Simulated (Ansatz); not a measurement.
## Quasi-harmonic thermodynamics of SiBi (hypothetical, Fm-3m)

Wanted: α(T), C_P(T) and B(T) of SiBi (hypothetical) in the quasi-harmonic approximation. The compound is hypothetical: it was made by swapping elements on a known structure type.

Main program and level: Ansatz 0.2.0; DFT PBEsol, scalar-relativistic, plane waves, PAW.

## 1. Set-up

Symmetry: Fm-3m, No. 225, cubic system. Conventional cell: a = 5.885 Å, b = 5.885 Å, c = 5.885 Å, α = 90.00°, β = 90.00°, γ = 90.00°. Nearest to Si lie 6 Bi at 2.94 Å. Nearest to Bi lie 6 Si at 2.94 Å. Farther neighbours are not listed.

## 2. Probe on a coarse mesh

Before spending time, one coarse run tells the gap and the pressure of the starting cell.

The input, input.yaml:

```yaml
crystal:
  lattice:
    - [0.0, 2.9425, 2.9425]
    - [2.9425, 0.0, 2.9425]
    - [2.9425, 2.9425, 0.0]
  atoms:
    - { symbol: Si, position: [0.0, 0.0, 0.0] }
    - { symbol: Bi, position: [0.5, 0.5, 0.5] }
kpoints:
  mp_grid: { grid: [6, 6, 6] }
hamiltonian:
  xc: pbesol
scf:
  occupations: { method: gaussian, width: 0.1 }
output:
  forces: true
  stress: true
  eigenvalues: true
```

The run is started by

```bash
> ansatz run input.yaml --threads 4 --pin off --max-ram 8192MiB --backend cpu --events-out ev --progress --plain --runs-dir out
```

Numbers of over 12 decimals in the logs are rounded to 6 here.

What it wrote:

```text
Engine: ansatz 0.2.0, aarch64-unknown-linux-gnu
Pseudopotentials: kind: paw
Pseudopotential: Si, paw, valence charge 4, recommended cutoff 420 eV (normal), Si.paw.azcp
Pseudopotential: Bi, paw, valence charge 15, recommended cutoff 420 eV (normal), Bi.paw.azcp
Functional definition: PBEsol
  exchange = pbesol_x
  correlation = pbesol_c
Crystal: 2 atoms, lattice volume = 50.954 Å³
Basis set: ecut = 420 eV, 965 PW (Γ), exchange–correlation on 60×60×60 points (8 copies of the dense FFT grid, shifted against one another)
Bands: 14, of which v1, the nominal top of the filled ones, is band 10 counted from 1 (9 counted from 0)
Symmetry: 48 space group operations
Space group: Fm-3m (ITA 225), of the structure as read, at distance tolerance 3.7e-5 Å
k-points: 16 of 216
Non-local potential: Si, projectors of the file, l = 0: 2, l = 1: 2, l = 2: 2
Non-local potential: Bi, projectors of the file, l = 0: 2, l = 1: 2, l = 2: 2, l = 3: 2
PAW form: soft (Blöchl's): semilocal exchange-correlation on the pseudo side does not see the compensation charge
PAW frozen core: Si, regenerated for the run's functional, and the local potential with it (the file was generated under x = pbe(κ = 0.804, μ = 0.219515), c = pbe(β = 0.066725))
PAW frozen core: Bi, regenerated for the run's functional, and the local potential with it (the file was generated under x = pbe(κ = 0.804, μ = 0.219515), c = pbe(β = 0.066725))
PAW one-centre angular grid: Si, 110 points (default); XC on 64 Gauss nodes
PAW one-centre angular grid: Bi, 590 points (default); XC on 64 Gauss nodes
Initial density: superposition of atomic densities (neutral atoms: chi_scale 0, normalization atom), corrected by the library's trained network
Initial wavefunctions: pseudopotential atomic-orbital guess
Functional: x = pbesol(κ = 0.804, μ = 0.123457), c = pbesol(β = 0.046)
SCF iter   1: F=—  HF=-12862.731081 eV  |F-HF|=—  |Δ(HF+E_count)|=         —  Δρ=2.08e-3  dr2=3.29e-3  ethr=1.77e-3  ⟨swp⟩=5.7  Hψ=1272  notcnv=0
preconditioner: auto → none  [insulator: Δε(μ)=0.277 eV  Ē_g=18.472 eV  σ=0.100 eV  W_gap=0.91  n_scr=14 (ndim 8)  ℏωp=22.7 eV  f_vac=0.000  D(μ)=0.56/eV (n_scr^D=0)  ε∞_Penn≈2.5]
SCF iter   2: F=—  HF=-12862.729397 eV  |F-HF|=—  |Δ(HF+E_count)|=   1.68e-3  Δρ=1.16e-3  dr2=1.05e-3  ethr=1.73e-5  ⟨swp⟩=2.0  Hψ=422  notcnv=0
SCF iter   3: F=—  HF=-12862.729189 eV  |F-HF|=—  |Δ(HF+E_count)|=   2.08e-4  Δρ=3.04e-4  dr2=6.28e-5  ethr=5.52e-6  ⟨swp⟩=2.8  Hψ=355  notcnv=0
SCF iter   4: F=—  HF=-12862.729183 eV  |F-HF|=—  |Δ(HF+E_count)|=   6.43e-6  Δρ=1.86e-4  dr2=2.03e-5  ethr=3.31e-7  ⟨swp⟩=2.0  Hψ=368  notcnv=0
SCF iter   5: F=—  HF=-12862.729172 eV  |F-HF|=—  |Δ(HF+E_count)|=   1.03e-5  Δρ=5.33e-5  dr2=1.76e-6  ethr=1.07e-7  ⟨swp⟩=2.0  Hψ=314  notcnv=0
SCF iter   6: F=-12862.729171 eV  HF=-12862.729171 eV  |F-HF|=7.67e-8  |Δ(HF+E_count)|=   9.16e-7  Δρ=1.18e-5  dr2=8.31e-8  ethr=5.26e-10  ⟨swp⟩=5.4  Hψ=1075  notcnv=0
SCF 1 converged in 6 iterations: F = -12862.729171 eV  dr2 = 8.31e-8
  greatest PAW one-centre occupation: 0.988 electrons in one spin orbital (limit 2), on the Bi atom at site 1 (counted from 0), in its partial waves of l = 2
SCF converged after 6 iterations
Free energy (F): -12862.729171 eV
Harris-Foulkes:  -12862.729171 eV  (|F-HF|=7.67e-8)
Internal energy: -12862.726397 eV  (E = F + TS)
E sigma→0 (E₀):  -12862.727784 eV
Entropy (-TS):   -0.002774 eV (-1.387 meV/atom)
Fermi energy:    9.341513 eV
--- Per-component energies (eV) ---
  E_band       = -93.782783
  E_kinetic    = 340.365864
  E_local      = -1591.535648  (includes V_loc(G=0)·N_el)
  E_nonlocal   = 587.967504
  E_hartree    = 524.504369
  E_xc         = -203.741065
  E_vxc        = -189.449839  (∫ρ·V_xc dr)
  E_paw        = -11008.604919  (= ΣΔE_a)
  E_vpaw       = -290.147813  (= ΣTr[D̂ρ^β])
  E_aug_tail   = -0.000443  (compensation charges beyond the density's cutoff)
  E_ewald      = -1511.803371
  E_core_change = 0.121313  (= ΣΔE_core)
  E_smearing   = -0.002774  (= −TS)
  E_closure    = 0.000000  (closes the sum)
  Σ components = -12862.729171   (vs F -12862.729171, Δ=0.00e0)
--- Forces (eV/Å), atoms counted from 1 ---
  atom   1  Si    -0.00000000     0.00000000     0.00000000
  atom   2  Bi     0.00000000    -0.00000000    -0.00000000
  max |Σ_I F_I| component: 9.58e-29 eV/Å
--- Stress (GPa, compression-positive) ---
       -3.046718       0.000000      -0.000000
       -0.000000      -3.046718      -0.000000
       -0.000000       0.000000      -3.046718
  P = ⅓ Tr σ = -3.0467 GPa (-30.467 kbar)
--- Band table (eV; the first three rows and the last of 16) ---
  k-point 0: bands = [... 6 lower, 6.4297, 8.8123, 8.8123, 8.8123, 14.1702, 14.1702, 14.1702, 14.9009]
  k-point 1: bands = [... 6 lower, 4.8138, 8.8510, 8.8510, 9.6306, 12.7962, 12.7962, 13.0441, 15.0081]
  k-point 2: bands = [... 6 lower, 2.4704, 9.0941, 9.0941, 10.1569, 11.0845, 11.0845, 11.6269, 16.6305]
  k-point 15: bands = [... 6 lower, 2.6683, 4.4614, 5.6204, 8.8282, 12.9778, 13.5744, 16.8044, 16.9843]
```

It took 0.44 s on 4 threads of Arm Neoverse V1, shared host; peak memory 0.3 GiB.

Numbers from this step:

* pressure: -3.047 GPa
* volume per atom: 25.48 Å³
* gap on the k-mesh: 0 eV

The start is under -3.0 GPa at this level and looks like a metal on this mesh.

## 3. Finding the static equilibrium

Phonons are second derivatives about a minimum, so cell and atoms are relaxed first, inside the symmetry of the start.

input.yaml, the sections that differ from step 2:

```yaml
kpoints:
  mp_grid: { grid: [12, 12, 12] }
relax:
  adjacent_minimum: "off"
  f_tol: 0.005
  max_steps: 80
  cell: { stress_tol: 0.05 }
# crystal, hamiltonian, scf, output: as in step 2
```

What it wrote:

```text
[...]
Crystal: 2 atoms, lattice volume = 50.954 Å³
Basis set: ecut = 420 eV, 965 PW (Γ), exchange–correlation on 60×60×60 points (8 copies of the dense FFT grid, shifted against one another)
Bands: 14, of which v1, the nominal top of the filled ones, is band 10 counted from 1 (9 counted from 0)
Symmetry: 48 space group operations
[...]
k-points: 72 of 1728
[...]
SCF iter   1: F=—  HF=-12862.727314 eV  |F-HF|=—  |Δ(HF+E_count)|=         —  Δρ=2.40e-3  dr2=4.93e-3  ethr=1.77e-3  ⟨swp⟩=5.7  Hψ=5775  notcnv=0
[...]
SCF iter   7: F=-12862.724888 eV  HF=-12862.724888 eV  |F-HF|=6.13e-9  |Δ(HF+E_count)|=   1.57e-8  Δρ=3.46e-6  dr2=7.45e-9  ethr=5.26e-10  ⟨swp⟩=6.0  Hψ=4012  notcnv=0
SCF 1 converged in 7 iterations: F = -12862.724888 eV  dr2 = 7.45e-9
[...]
relax step   1: F+E_penalty+E_count = -12862.72488833 eV  Δ(F+E_penalty+E_count) = +0.000e0 eV  max|allowed force component| = 3.842e-29 eV/Å  Δτ_max = 0.0000 Å  P = -2.762 GPa  Ω = 50.954 Å³  (7 SCF iters, dr2 threshold 1.00e-7 eV, accepted)
Crystal: 2 atoms, lattice volume = 47.218 Å³
Basis set: ecut = 420 eV, 941 PW (Γ), exchange–correlation on 60×60×60 points (8 copies of the dense FFT grid, shifted against one another)
[...]
iter 1 solved again at ethr=2.31e-5 eV; its pass at ethr=3.10e-3 eV (dr2=4.39e-3 eV) is discarded
[...]
SCF iter   5: F=-12862.734699 eV  HF=-12862.734699 eV  |F-HF|=4.96e-9  |Δ(HF+E_count)|=   2.91e-7  Δρ=1.35e-5  dr2=5.69e-8  ethr=1.05e-9  ⟨swp⟩=4.1  Hψ=4954  notcnv=0
SCF 2 converged in 5 iterations: F = -12862.734699 eV  dr2 = 5.69e-8
relax step   2: F+E_penalty+E_count = -12862.73469926 eV  Δ(F+E_penalty+E_count) = -9.811e-3 eV  max|allowed force component| = 2.971e-29 eV/Å  Δτ_max = 0.0000 Å  P = +2.335 GPa  Ω = 47.218 Å³  energy of the carried Pulay correction = +6.369e-4 eV  (5 SCF iters, dr2 threshold 2.00e-7 eV, accepted)
Crystal: 2 atoms, lattice volume = 48.859 Å³
[...]
SCF iter   5: F=-12862.745092 eV  HF=-12862.745092 eV  |F-HF|=1.20e-9  |Δ(HF+E_count)|=   6.56e-8  Δρ=7.11e-6  dr2=1.88e-8  ethr=1.05e-9  ⟨swp⟩=6.0  Hψ=5099  notcnv=0
SCF 3 converged in 5 iterations: F = -12862.745092 eV  dr2 = 1.88e-8
relax step   3: F+E_penalty+E_count = -12862.74509184 eV  Δ(F+E_penalty+E_count) = -1.039e-2 eV  max|allowed force component| = 2.879e-28 eV/Å  Δτ_max = 0.0000 Å  P = -0.172 GPa  Ω = 48.859 Å³  energy of the carried Pulay correction = +3.512e-4 eV  (5 SCF iters, dr2 threshold 2.00e-7 eV, accepted)
[...]
relax step   4: F+E_penalty+E_count = -12862.74517764 eV  Δ(F+E_penalty+E_count) = -8.581e-5 eV  max|allowed force component| = 6.337e-29 eV/Å  Δτ_max = 0.0000 Å  P = -0.009 GPa  Ω = 48.743 Å³  energy of the carried Pulay correction = +3.712e-4 eV  (3 SCF iters, dr2 threshold 7.39e-8 eV, accepted)
[...]
SCF iter   5: F=-12862.744813 eV  HF=-12862.744813 eV  |F-HF|=0.00e0  |Δ(HF+E_count)|=  3.82e-11  Δρ=2.34e-7  dr2=1.62e-11  ethr=1.00e-12  ⟨swp⟩=5.1  Hψ=5193  notcnv=0
SCF 5 converged in 5 iterations: F = -12862.744813 eV  dr2 = 1.62e-11
relax step   5: F+E_penalty+E_count = -12862.74481314 eV  Δ(F+E_penalty+E_count) = +3.645e-4 eV  max|allowed force component| = 7.606e-29 eV/Å  Δτ_max = 0.0000 Å  P = -0.010 GPa  Ω = 48.743 Å³  stress off target by 1.01e-2 GPa  SCF on the basis re-selected at this cell (its energy is not comparable with the rows above)  (5 SCF iters)
basis re-selected at this cell: Δ(F+E_penalty+E_count) = +3.645e-4 eV, ΔP = -0.001 GPa vs the last step (what re-selecting the basis moved, of the pressure what is left beyond the Pulay correction that the steps carried, after the strain that the cell walked since its last selection, with what the two solves' SCF thresholds leave and, on support functions, any second-order correction that the steps lacked; it is no m [...]
SCF converged after 5 iterations
Free energy (F): -12862.744813 eV
[...]
Internal energy: -12862.739395 eV  (E = F + TS)
E sigma→0 (E₀):  -12862.742104 eV
Entropy (-TS):   -0.005418 eV (-2.709 meV/atom)
Fermi energy:    10.109760 eV
[...]
--- Stress (GPa, compression-positive) ---
       -0.010139      -0.000000      -0.000000
       -0.000000      -0.010139      -0.000000
       -0.000000      -0.000000      -0.010139
  P = ⅓ Tr σ = -0.0101 GPa (-0.101 kbar)
--- Band table (eV; the first three rows and the last of 72) ---
  k-point 0: bands = [... 6 lower, 7.3864, 9.4176, 9.4176, 9.4176, 14.9924, 14.9924, 14.9924, 15.5255]
  k-point 1: bands = [... 6 lower, 6.7468, 9.4237, 9.4237, 9.8356, 14.4752, 14.4752, 14.5633, 15.5107]
  k-point 2: bands = [... 6 lower, 5.5330, 9.4538, 9.4538, 10.3974, 13.5286, 13.5286, 13.8039, 15.6731]
  k-point 71: bands = [... 6 lower, 2.9440, 5.3846, 5.3846, 11.4139, 11.6339, 15.7709, 15.7709, 18.6525]
--- Relaxed structure (4 steps of the walk, 4 accepted, 1 SCFs on fresh bases) ---
  F+E_penalty+E_count = -12862.74481314 eV   max|allowed force component| = 7.606e-29 eV/Å   (the final SCF, on the basis selected at the relaxed cell)
  cell:  # Å, volume = 48.7433 Å³
    - [0, 2.899312, 2.899312]
    - [2.899312, 0, 2.899312]
    - [2.899312, 2.899312, 0]
  atoms:
    - { symbol: Si, position: [0, 0, 0] }
    - { symbol: Bi, position: [0.5, 0.5, 0.5] }
```

The job ended after 4.2 s (4 threads; peak memory 0.39 GiB; 15 s of CPU time).

The steps of the relaxation:

```tsv
step	energy less that of the first step (eV)	largest force component (eV/Å)	pressure (GPa)	volume (Å³)
1	0.0000	0.0000	-2.76	50.95
2	-0.0098	0.0000	2.33	47.22
3	-0.0202	0.0000	-0.17	48.86
4	-0.0203	0.0000	-0.01	48.74
5*	-0.0199	0.0000	-0.01	48.74
```

Relaxation steps marked * repeat the geometry before them on a plane-wave basis chosen anew for their cell, so energy and pressure can jump there.

Forces are held to the 48 operations that the run works with; a distortion that breaks them can't arise in this run.

```tsv
conventional cell, symmetrised	before	after	change
a (Å)	5.885	5.799	-1.5 %
b (Å)	5.885	5.799	-1.5 %
c (Å)	5.885	5.799	-1.5 %
volume (Å³/atom)	25.48	24.37	-4.3 %
```

The relaxed structure:

```xyz
2
Lattice="0.0000 2.8993 2.8993 2.8993 0.0000 2.8993 2.8993 2.8993 0.0000" Properties=species:S:1:pos:R:3 pbc="T T T"
Si    0.0000    0.0000    0.0000
Bi    2.8993    2.8993    2.8993
```

Numbers from this step:

| Item | Value |
| --- | --- |
| pressure | -0.01014 GPa |
| volume per atom | 24.37 Å³ |

The relaxation ends with a pressure of -0.01 GPa.

## 4. Tight relaxation

The thresholds are tightened for a last relaxation ahead of the phonons, and where mesh or smearing change with them the cell follows.

input.yaml, the sections that differ from step 3:

```yaml
crystal:
  lattice:
    - [0.0, 2.8993116848, 2.8993116848]
    - [2.8993116848, 0.0, 2.8993116848]
    - [2.8993116848, 2.8993116848, 0.0]
  atoms:
    - { symbol: Si, position: [0.0, 0.0, 0.0] }
    - { symbol: Bi, position: [0.5, 0.5, 0.5] }
scf:
  occupations: { method: methfessel_paxton, width: 0.2 }
relax:
  adjacent_minimum: "off"
  f_tol: 0.001
  max_steps: 60
  cell: { stress_tol: 0.01 }
# kpoints, hamiltonian, output: as in step 3
```

What it wrote:

```text
[...]
Crystal: 2 atoms, lattice volume = 48.743 Å³
Basis set: ecut = 420 eV, 941 PW (Γ), exchange–correlation on 60×60×60 points (8 copies of the dense FFT grid, shifted against one another)
Bands: 14, of which v1, the nominal top of the filled ones, is band 10 counted from 1 (9 counted from 0)
Symmetry: 48 space group operations
[...]
k-points: 72 of 1728
[...]
k-point 71: bands = [... 6 lower, 2.9486, 5.3880, 5.3880, 11.4200, 11.6401, 15.7764, 15.7764, 18.6613]
--- Relaxed structure (3 steps of the walk, 3 accepted, 1 SCFs on fresh bases) ---
[...]
cell:  # Å, volume = 48.7250 Å³
    - [0, 2.898950, 2.898950]
    - [2.898950, 0, 2.898950]
    - [2.898950, 2.898950, 0]
  atoms:
    - { symbol: Si, position: [0, 0, 0] }
    - { symbol: Bi, position: [0.5, 0.5, 0.5] }
[key lines of the parts left out:]
SCF converged after 7 iterations
Free energy (F): -12862.742497 eV
Fermi energy:    10.118851 eV
P = ⅓ Tr σ = -0.0001 GPa (-0.001 kbar)
```

Run time: 3.3 s. Hardware: 4 threads; peak memory 0.38 GiB.

Little changed from the start: no atom moved by 0.005 Å and no cell edge by 0.1 %.

This step gave:

| Quantity | Value |
| --- | --- |
| pressure | -1.10e-4 GPa |
| volume per atom | 24.36 Å³ |

The residual pressure is -1.1e-4 GPa, small enough for phonons.

(Part 1 of 3 ends here.)

[Logs are printed without paths, hosts, clocks, repeated set-up lines and the standing remarks that a program may print on its own settings, such as how far it seeks lower states.]

[Hosts, paths, dates, database ids (printed as entryN), source tags and the programs' standing remarks are cut or masked in the printed files.]

[A step with changed settings may run another functional than the one named; its input shows which.]

[Pressures of single members of a volume series are the stress at the run's cutoff; with an incomplete basis they can lie off −dE/dV of the same runs, and they are not shown converged.]
